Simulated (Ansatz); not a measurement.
# Lattice dynamics of TcSn (built on the sites of a database entry of HfTc)

How does TcSn (built on the sites of a database entry of HfTc) vibrate, and is this structure a minimum?

Program: Ansatz 0.2.0. Level of theory: DFT PBEsol, scalar-relativistic, plane waves, PAW. Results are calculated unless marked as measured.

The structure was built from a prototype and need not be the compound's stable phase.

**1. The starting structure**

Symmetry: Pm-3m, No. 221, cubic system. Conventional cell: a = 2.958 Å, b = 2.958 Å, c = 2.958 Å, α = 90.00°, β = 90.00°, γ = 90.00°. Nearest to Sn lie 8 Tc at 2.56 Å. Nearest to Tc lie 8 Sn at 2.56 Å. Farther neighbours are not listed.

Structure file:

```cif
data_structure
_symmetry_space_group_name_H-M 'P 1'
_symmetry_Int_Tables_number 1
_cell_length_a 2.9582
_cell_length_b 2.9582
_cell_length_c 2.9582
_cell_angle_alpha 90.000
_cell_angle_beta 90.000
_cell_angle_gamma 90.000
_cell_volume 25.89
loop_
_atom_site_label
_atom_site_type_symbol
_atom_site_fract_x
_atom_site_fract_y
_atom_site_fract_z
_atom_site_occupancy
Sn1 Sn 0.00000 0.00000 0.00000 1
Tc2 Tc 0.50000 0.50000 0.50000 1
```

**2. Coarse relaxation**

The start is far from rest, so a relaxation with loose tolerances brings it close first.

input.yaml

```yaml
crystal:
  lattice:
    - [2.95821, 0.0, 0.0]
    - [0.0, 2.95821, 0.0]
    - [0.0, 0.0, 2.95821]
  atoms:
    - { symbol: Sn, position: [0.0, 0.0, 0.0] }
    - { symbol: Tc, position: [0.5, 0.5, 0.5] }
kpoints:
  mp_grid: { grid: [6, 6, 6] }
hamiltonian:
  xc: pbesol
scf:
  occupations: { method: gaussian, width: 0.1 }
output:
  forces: true
  stress: true
  eigenvalues: true
relax:
  adjacent_minimum: "off"
  f_tol: 0.05
  max_steps: 80
  cell: { stress_tol: 0.5 }
```

On the command line:

```
ansatz run input.yaml --threads 4 --pin off --max-ram 7168MiB --backend cpu --events-out ev --progress --plain --runs-dir out
```

Numbers of over 12 decimals in the logs are rounded to 6 here.

Log:

```text
The last accepted step is kept in <dir> (removed where the run ends without a failure and the disk answers)
Engine: ansatz 0.2.0, aarch64-unknown-linux-gnu
Pseudopotentials: kind: paw
Pseudopotential: Sn, paw, valence charge 14, recommended cutoff 420 eV (normal), Sn.paw.azcp
Pseudopotential: Tc, paw, valence charge 15, recommended cutoff 500 eV (normal), Tc.paw.azcp
Functional definition: PBEsol
  exchange = pbesol_x
[...]
--- Relaxed structure (5 steps of the walk, 5 accepted, 2 SCFs on fresh bases) ---
  F+E_penalty+E_count = -11287.12869049 eV   max|allowed force component| = 3.944e-30 eV/Å   (the final SCF, on the basis selected at the relaxed cell)
  cell:  # Å, volume = 33.3732 Å³
    - [3.219581, 0, 0]
    - [0, 3.219581, 0]
    - [0, 0, 3.219581]
  atoms:
    - { symbol: Sn, position: [0, 0, 0] }
    - { symbol: Tc, position: [0.500000, 0.500000, 0.500000] }
[key lines of the parts left out:]
SCF converged after 6 iterations
Free energy (F): -11287.128690 eV
Fermi energy:    18.734444 eV
P = ⅓ Tr σ = 0.0452 GPa (0.452 kbar)
```

The job ended after 2.3 s (4 threads of Arm Neoverse V2, shared host; peak memory 0.31 GiB; 7 s of CPU time).

The steps of the relaxation:

```csv
step,energy less that of the first step (eV),largest force component (eV/Å),pressure (GPa),volume (Å³)
1,0.0000,0.0000,88.93,25.89
2,-1.3613,0.0000,27.79,29.86
3,-1.5990,0.0000,7.58,32.10
4,-1.6240,0.0000,-0.34,33.25
5*,-1.6427,0.0000,0.78,33.25
6,-1.6430,0.0000,0.05,33.37
7*,-1.6430,0.0000,0.05,33.37
```

Relaxation steps marked * repeat the geometry before them on a plane-wave basis chosen anew for their cell, so energy and pressure can jump there.

The run keeps the 48 symmetry operations that it works with, so distortions that break them were not tested.

```csv
"conventional cell, symmetrised",before,after,change
a (Å),2.958,3.220,+8.8 %
b (Å),2.958,3.220,+8.8 %
c (Å),2.958,3.220,+8.8 %
volume (Å³/atom),12.94,16.69,+28.9 %
```

Final coordinates:

```cif
data_structure
_symmetry_space_group_name_H-M 'P 1'
_symmetry_Int_Tables_number 1
_cell_length_a 3.2196
_cell_length_b 3.2196
_cell_length_c 3.2196
_cell_angle_alpha 90.000
_cell_angle_beta 90.000
_cell_angle_gamma 90.000
_cell_volume 33.37
loop_
_atom_site_label
_atom_site_type_symbol
_atom_site_fract_x
_atom_site_fract_y
_atom_site_fract_z
_atom_site_occupancy
Sn1 Sn 0.00000 0.00000 0.00000 1
Tc2 Tc 0.50000 0.50000 0.50000 1
```

Numbers from this step:

```
pressure          : 0.04520 GPa
volume per atom   : 16.69 Å³
gap on the k-mesh : 0 eV
```

In this step the volume went from 12.94 to 16.69 Å³/atom.

**3. Bringing the structure to rest**

The cell and atoms are relaxed, since residual forces and stress would shift the frequencies.

input.yaml

```yaml
crystal:
  lattice:
    - [3.2195805926, 0.0, 0.0]
    - [0.0, 3.2195805926, 0.0]
    - [0.0, 0.0, 3.2195805926]
  atoms:
    - { symbol: Sn, position: [0.0, 0.0, 0.0] }
    - { symbol: Tc, position: [0.5, 0.5, 0.5] }
kpoints:
  mp_grid: { grid: [12, 12, 12] }
hamiltonian:
  xc: pbesol
scf:
  occupations: { method: gaussian, width: 0.1 }
output:
  forces: true
  stress: true
  eigenvalues: true
  write_density: true
  write_potential: true
  elf: true
  volumetric_format: npy
relax:
  adjacent_minimum: "off"
  f_tol: 0.005
  max_steps: 80
  cell: { stress_tol: 0.05 }
```

Log:

```text
[...]
Crystal: 2 atoms, lattice volume = 33.373 Å³
Basis set: ecut = 500 eV, 847 PW (Γ), exchange–correlation on 48×48×48 points (8 copies of the dense FFT grid, shifted against one another)
Bands: 19, of which v1, the nominal top of the filled ones, is band 15 counted from 1 (14 counted from 0)
Symmetry: 48 space group operations
[...]
k-points: 84 of 1728
[...]
SCF iter   1: F=—  HF=-11287.750448 eV  |F-HF|=—  |Δ(HF+E_count)|=         —  Δρ=5.73e-2  dr2=2.07e0  ethr=3.10e-3  ⟨swp⟩=5.0  Hψ=7311  notcnv=0
[...]
SCF iter   7: F=-11287.165423 eV  HF=-11287.165423 eV  |F-HF|=4.18e-11  |Δ(HF+E_count)|=   5.91e-9  Δρ=2.48e-6  dr2=1.03e-9  ethr=3.45e-10  ⟨swp⟩=8.0  Hψ=8402  notcnv=0
SCF 1 converged in 7 iterations: F = -11287.165423 eV  dr2 = 1.03e-9
[...]
relax step   1: F+E_penalty+E_count = -11287.16542309 eV  Δ(F+E_penalty+E_count) = +0.000e0 eV  max|allowed force component| = 3.971e-29 eV/Å  Δτ_max = 0.0000 Å  P = +0.360 GPa  Ω = 33.373 Å³  (7 SCF iters, dr2 threshold 1.00e-7 eV, accepted)
Crystal: 2 atoms, lattice volume = 33.561 Å³
[...]
SCF iter   6: F=-11287.165181 eV  HF=-11287.165181 eV  |F-HF|=0.00e0  |Δ(HF+E_count)|=  3.64e-12  Δρ=8.95e-8  dr2=1.23e-12  ethr=1.00e-12  ⟨swp⟩=4.9  Hψ=6665  notcnv=0
SCF 2 converged in 6 iterations: F = -11287.165181 eV  dr2 = 1.23e-12
relax step   2: F+E_penalty+E_count = -11287.16518069 eV  Δ(F+E_penalty+E_count) = +2.424e-4 eV  max|allowed force component| = 2.945e-29 eV/Å  Δτ_max = 0.0000 Å  P = -0.717 GPa  Ω = 33.561 Å³  energy of the carried Pulay correction = -2.998e-5 eV  (6 SCF iters, dr2 threshold 2.00e-7 eV, rejected (line search))
Crystal: 2 atoms, lattice volume = 33.436 Å³
[...]
SCF iter   6: F=-11287.165483 eV  HF=-11287.165483 eV  |F-HF|=0.00e0  |Δ(HF+E_count)|=  3.64e-12  Δρ=5.38e-8  dr2=3.56e-13  ethr=1.00e-12  ⟨swp⟩=5.4  Hψ=6109  notcnv=0
SCF 3 converged in 6 iterations: F = -11287.165483 eV  dr2 = 3.56e-13
relax step   3: F+E_penalty+E_count = -11287.16548278 eV  Δ(F+E_penalty+E_count) = -5.969e-5 eV  max|allowed force component| = 1.304e-28 eV/Å  Δτ_max = 0.0000 Å  P = -0.003 GPa  Ω = 33.436 Å³  energy of the carried Pulay correction = -1.001e-5 eV  (6 SCF iters, accepted)
[...]
SCF iter   7: F=-11287.165494 eV  HF=-11287.165494 eV  |F-HF|=0.00e0  |Δ(HF+E_count)|=  1.82e-12  Δρ=2.30e-10  dr2=9.74e-18  ethr=1.00e-12  ⟨swp⟩=2.4  Hψ=4081  notcnv=0
SCF 4 converged in 7 iterations: F = -11287.165494 eV  dr2 = 9.74e-18
relax step   4: F+E_penalty+E_count = -11287.16549357 eV  Δ(F+E_penalty+E_count) = -1.079e-5 eV  max|allowed force component| = 1.157e-29 eV/Å  Δτ_max = 0.0000 Å  P = -0.002 GPa  Ω = 33.436 Å³  stress off target by 1.63e-3 GPa  SCF on the basis re-selected at this cell (its energy is not comparable with the rows above)  (7 SCF iters)
[...]
SCF converged after 7 iterations
Free energy (F): -11287.165494 eV
[...]
Internal energy: -11287.154571 eV  (E = F + TS)
E sigma→0 (E₀):  -11287.160032 eV
Entropy (-TS):   -0.010923 eV (-5.461 meV/atom)
Fermi energy:    18.675136 eV
[...]
--- Stress (GPa, compression-positive) ---
       -0.001634      -0.000000       0.000000
        0.000000      -0.001634       0.000000
        0.000000       0.000000      -0.001634
  P = ⅓ Tr σ = -0.0016 GPa (-0.016 kbar)
--- Band table (eV; the first three rows and the last of 84) ---
  k-point 0: bands = [... 11 lower, 15.9018, 19.0853, 19.0853, 19.0853, 21.8453, 21.8453, 21.8453, 28.2917]
  k-point 1: bands = [... 11 lower, 15.9201, 18.7969, 18.7969, 19.0824, 21.3374, 22.2561, 22.2561, 28.6649]
  k-point 2: bands = [... 11 lower, 15.9708, 18.2249, 18.2249, 19.0745, 20.4321, 23.1990, 23.1990, 28.7947]
  k-point 83: bands = [... 11 lower, 13.6521, 15.7512, 20.2869, 20.2869, 22.5151, 22.5151, 22.5151, 25.0673]
--- Relaxed structure (3 steps of the walk, 2 accepted, 1 SCFs on fresh bases) ---
[...]
cell:  # Å, volume = 33.4358 Å³
    - [3.221591, 0.0, 0.0]
    - [0.0, 3.221591, 0.0]
    - [0.0, 0.0, 3.221591]
  atoms:
    - { symbol: Sn, position: [0, 0, 0] }
    - { symbol: Tc, position: [0.500000, 0.500000, 0.500000] }
```

Elapsed: 4.5 s, on 4 threads; peak memory 0.38 GiB; 15 s of CPU time.

Little changed from the start: no atom moved by 0.005 Å and no cell edge by 0.1 %.

Numbers from this step:

| Item | Value |
| --- | --- |
| pressure | -0.001634 GPa |
| volume per atom | 16.72 Å³ |

ELF in the ac plane at fractional y = 0.500, with atoms of Tc within 0.2 Å of it. It is the smooth field of the valence electrons, not physical close to the nuclei.

Ten even steps from '0' (0.21) to '9' (0.75):
```
01111111111111111
11111000000001111
11100000000000011
21100013333100011
21000267887620001
21001699999961001
21003799669973001
21003896006983001
21003896006983001
21003799669973001
21001699999961001
21000267887620001
21100013333100011
11100000000000011
11111000000001111
01111111111111111
00112222222222110
```
Columns run along a (3.2 Å), rows up along c (3.2 Å). Atoms in or near the plane, at fractional coordinates: Tc at (0.50, 0.50).

Valence density in the ac plane at fractional y = 0.500, with atoms of Tc within 0.2 Å of it. It is the smooth field of the valence electrons, not physical close to the nuclei.

Values in e/Å³, 14 rows by 14 columns, each cell a mean:
```
0.2 0.2 0.2 0.2 0.2 0.2 0.2 0.2 0.2 0.2 0.2 0.2 0.2 0.2
0.2 0.2 0.2 0.2 0.3 0.3 0.4 0.4 0.4 0.3 0.3 0.2 0.2 0.2
0.2 0.2 0.2 0.3 0.4 0.6 0.8 0.9 0.8 0.6 0.4 0.3 0.2 0.2
0.2 0.2 0.3 0.4 0.8 1.5 2.3 2.6 2.2 1.3 0.7 0.4 0.3 0.2
0.2 0.2 0.3 0.6 1.6 3.6 5.2 5.8 5.1 3.1 1.3 0.6 0.3 0.2
0.2 0.3 0.4 0.9 2.6 5.7 7.2 7.3 7.2 5.1 2.2 0.8 0.4 0.2
0.2 0.3 0.4 1.0 3.1 6.4 7.2 6.7 7.3 5.8 2.6 0.9 0.4 0.2
0.2 0.3 0.4 0.9 2.7 5.9 7.2 7.2 7.2 5.2 2.3 0.8 0.4 0.2
0.2 0.2 0.3 0.7 1.8 4.1 5.9 6.4 5.7 3.6 1.5 0.6 0.3 0.2
0.2 0.2 0.3 0.4 0.9 1.8 2.7 3.1 2.6 1.6 0.8 0.4 0.3 0.2
0.2 0.2 0.2 0.3 0.4 0.7 0.9 1.0 0.9 0.6 0.4 0.3 0.2 0.2
0.2 0.2 0.2 0.2 0.3 0.3 0.4 0.4 0.4 0.3 0.3 0.2 0.2 0.2
0.2 0.2 0.2 0.2 0.2 0.2 0.3 0.3 0.3 0.2 0.2 0.2 0.2 0.2
0.2 0.2 0.2 0.2 0.2 0.2 0.2 0.2 0.2 0.2 0.2 0.2 0.2 0.2
```
Columns run along a (3.2 Å), rows up along c (3.2 Å). Atoms in or near the plane, at fractional coordinates: Tc at (0.50, 0.50).

Electrostatic potential energy in the ac plane at fractional y = 0.500, with atoms of Tc within 0.2 Å of it. With pseudopotentials it is smooth inside the atoms' cores, unlike the true potential.

Values in eV, 14 rows by 14 columns, each cell a mean:
```
  19   19   19   20   20   19   19   19   19   19   20   20   19   19
  19   19   19   19   18   16   15   15   15   17   18   19   19   19
  20   20   19   17   14   10    6    4    6   11   15   17   19   20
  20   20   18   14    7   -6  -20  -26  -19   -3    9   15   18   20
  20   19   16   10   -7  -41  -71  -81  -67  -32   -3   11   17   19
  20   19   14    4  -26  -80 -117 -127 -114  -67  -19    6   15   19
  20   18   14    2  -35  -95 -127 -127 -127  -81  -26    4   15   19
  20   19   14    4  -28  -83 -119 -127 -117  -71  -20    6   15   19
  20   19   16    8  -11  -50  -83  -95  -80  -41   -6   10   16   19
  20   20   17   13    5  -11  -28  -35  -26   -7    7   14   18   20
  20   20   19   17   13    8    4    2    4   10   14   17   19   20
  19   19   19   19   17   16   14   14   14   16   18   19   19   19
  19   19   19   20   20   19   19   18   19   19   20   20   19   19
  19   19   19   20   20   20   20   20   20   20   20   20   19   19
```
Columns run along a (3.2 Å; values clipped at the 3rd and 97th percentile), rows up along c (3.2 Å). Atoms in or near the plane, at fractional coordinates: Tc at (0.50, 0.50).

In this step the volume went from 16.69 to 16.72 Å³/atom.

**4. Tight relaxation**

Phonons need a cell at rest on their own settings, so the relaxation is repeated with tight tolerances on forces and stress on the k mesh and occupations of the first response run.

input.yaml

```yaml
crystal:
  lattice:
    - [3.221590993, 0.0, 0.0]
    - [0.0, 3.221590993, 0.0]
    - [0.0, 0.0, 3.221590993]
  atoms:
    - { symbol: Sn, position: [0.0, 0.0, 0.0] }
    - { symbol: Tc, position: [0.5, 0.5, 0.5] }
kpoints:
  mp_grid: { grid: [12, 12, 12] }
hamiltonian:
  xc: pbesol
scf:
  occupations: { method: methfessel_paxton, width: 0.15 }
output:
  forces: true
  stress: true
  eigenvalues: true
relax:
  adjacent_minimum: "off"
  f_tol: 0.001
  max_steps: 60
  cell: { stress_tol: 0.01 }
```

Log:

```text
[...]
Crystal: 2 atoms, lattice volume = 33.436 Å³
Basis set: ecut = 500 eV, 847 PW (Γ), exchange–correlation on 48×48×48 points (8 copies of the dense FFT grid, shifted against one another)
Bands: 19, of which v1, the nominal top of the filled ones, is band 15 counted from 1 (14 counted from 0)
Symmetry: 48 space group operations
[...]
k-points: 84 of 1728
[...]
k-point 83: bands = [... 11 lower, 13.6553, 15.7563, 20.2918, 20.2918, 22.5204, 22.5204, 22.5204, 25.0730]
--- Relaxed structure (3 steps of the walk, 2 accepted, 1 SCFs on fresh bases) ---
[...]
cell:  # Å, volume = 33.4290 Å³
    - [3.221374, 0, 0.0]
    - [0, 3.221374, 0.0]
    - [0.0, 0.0, 3.221374]
  atoms:
    - { symbol: Sn, position: [0, 0, 0] }
    - { symbol: Tc, position: [0.500000, 0.500000, 0.500000] }
[key lines of the parts left out:]
SCF converged after 3 iterations
Free energy (F): -11287.160255 eV
Fermi energy:    18.676711 eV
P = ⅓ Tr σ = -0.0002 GPa (-0.002 kbar)
```

The job ended after 3.3 s (4 threads; peak memory 0.38 GiB).

Little changed from the start: no atom moved by 0.005 Å and no cell edge by 0.1 %.

This step gave:

| Item | Value |
| --- | --- |
| pressure | -2.36e-4 GPa |
| volume per atom | 16.71 Å³ |

The forces vanish by symmetry and the pressure is 0.000 GPa, within the tolerances set. The cell now holds 16.71 Å³/atom.

**5. Linear response at the zone centre**

The zone centre comes first: it holds the modes that light can see, as far as symmetry allows. No field response is asked, since the mesh shows no gap.

input.yaml, the sections that differ from step 4:

```yaml
crystal:
  lattice:
    - [3.2213741624, 0.0, 0.0]
    - [0.0, 3.2213741624, 0.0]
    - [0.0, 0.0, 3.2213741624]
  atoms:
    - { symbol: Sn, position: [0.0, 0.0, 0.0] }
    - { symbol: Tc, position: [0.5, 0.5, 0.5] }
output:
  eigenvalues: true
phonons:
  method: dfpt
# kpoints, hamiltonian, scf: as in step 4
# relax: removed
```

Log:

```text
[...]
Crystal: 2 atoms, lattice volume = 33.429 Å³
Basis set: ecut = 500 eV, 847 PW (Γ), exchange–correlation on 48×48×48 points (8 copies of the dense FFT grid, shifted against one another)
Bands: 19, of which v1, the nominal top of the filled ones, is band 15 counted from 1 (14 counted from 0)
Symmetry: 48 space group operations
k-points: 196 of 1728 (irreducible under 8 space group operations, time reversal used)
[...]
SCF iter   1: F=—  HF=-11287.744459 eV  |F-HF|=—  |Δ(HF+E_count)|=         —  Δρ=5.72e-2  dr2=2.07e0  ethr=3.10e-3  ⟨swp⟩=5.0  Hψ=17108  notcnv=0
[...]
SCF iter   8: F=-11287.160255 eV  HF=-11287.160255 eV  |F-HF|=0.00e0  |Δ(HF+E_count)|=  2.00e-10  S|Δr|=    0.00e0  Δρ=1.67e-7  dr2=6.78e-12  ethr=1.00e-12  ⟨swp⟩=5.2  Hψ=19547  notcnv=0
the search or the solves at the SCF's close seem to have found levels that the self-consistency loop had missed (the run counts 3). By its estimate they hold under 1e-12 electrons; where the run keeps them, the occupations were computed again with them
SCF 1 converged in 8 iterations: F = -11287.160255 eV  dr2 = 6.78e-12
[...]
DFPT response loops at Γ: preconditioner auto → Kerker (q_TF=auto, 2.664 Å⁻¹) (partly filled bands, converged f_vac=0.000); β = 1.00, the filter's whole step (`scf.mixing.beta` (0.50) is not read by the response loops under this deck's `scf.mixing.preconditioner`; to damp them name `kerker` or `kerker_dos`, under which they read `scf.mixing.beta`, and type it under 1.00, their step now; both keys bind the ground state too); Broyden in place of MSR1
SCF converged after 8 iterations
[...]
Free energy (F): -11287.160255 eV
[...]
Internal energy: -11287.159851 eV  (E = F + TS)
E sigma→0 (E₀):  -11287.160154 eV
Entropy (-TS):   -0.000403 eV (-0.202 meV/atom)
Fermi energy:    18.676712 eV
[...]
--- Band table (eV; the first three rows and the last of 196) ---
  k-point 0: bands = [... 11 lower, 15.9055, 19.0896, 19.0896, 19.0896, 21.8503, 21.8503, 21.8503, 28.2994]
  k-point 1: bands = [... 11 lower, 15.9238, 18.8012, 18.8012, 19.0867, 21.3424, 22.2612, 22.2612, 28.6725]
  k-point 2: bands = [... 11 lower, 15.9745, 18.2290, 18.2290, 19.0788, 20.4371, 23.2043, 23.2043, 28.8002]
  k-point 195: bands = [... 11 lower, 13.6553, 15.7563, 20.2918, 20.2918, 22.5204, 22.5204, 22.5204, 25.0730]
--- Phonons (Γ-DFPT): 2 representative perturbations + reference, on 196 of 1728 k-points (Σ response iterations 6) ---
  k mesh reduced under 8 symmetry operations, with k and −k counted as one. Each operation leaves every solved perturbation unchanged. A smaller set is not used because it would not reduce the number of displacements times k-points to solve
  ASR residual: 1.552e-4 → 0.000e0 eV/Å²; symmetrization residual: 8.603e-6 eV/Å²
  ASR residual per site (eV/Å²): 7.47e-5 1.55e-4
  Γ frequencies (cm⁻¹): 0.00 0.00 0.00 188.52 188.52 188.52
  non-analytic LO–TO correction: not included (Born effective charges unavailable; polar crystals: no LO–TO splitting at Γ)
```

It took 10 s on 4 threads; peak memory 0.77 GiB; 37 s of CPU time.

Reading the cycles: dr2 is the Hartree energy of the density residual (eV), the measure of convergence; HF is the Harris–Foulkes estimate of the energy, which meets the free energy F at convergence.

This step gave:

```
sum-rule residual before enforcement                    : 1.55e-4 eV/Å²
point group                                             : m-3m
highest optical mode at the zone centre (no LO-TO term) : 188.5 cm⁻¹
lowest optical zone-centre mode                         : 188.5 cm⁻¹
```

Patterns of degenerate modes are one choice out of their space. Modes at Γ, with each element's share of the kinetic energy:

```csv
mode,frequency (cm⁻¹),symmetry,Sn %,Tc %
1,0.0,acoustic,55,45
2,0.0,acoustic,55,45
3,0.0,acoustic,55,45
4,188.5,T1u,45,55
5,188.5,T1u,45,55
6,188.5,T1u,45,55
```

Displacements in mode 5 (188.5 cm⁻¹), the largest set to 1:
```
Sn1 -0.82  0.00  0.00
Tc2  1.00  0.00  0.00
```

Before it was imposed, the acoustic sum rule was missed by 1.6e-4 eV/Å². Small misses are needed for a sound result but don't prove that mesh and cutoff are converged. The lowest optical mode is real, 189 cm⁻¹.

(Part 1 of 2 ends here.)

[Logs are printed without paths, hosts, clocks, repeated set-up lines and the standing remarks that a program may print on its own settings, such as how far it seeks lower states.]

[Hosts, paths, dates, database ids (printed as entryN), source tags and the programs' standing remarks are cut or masked in the printed files.]
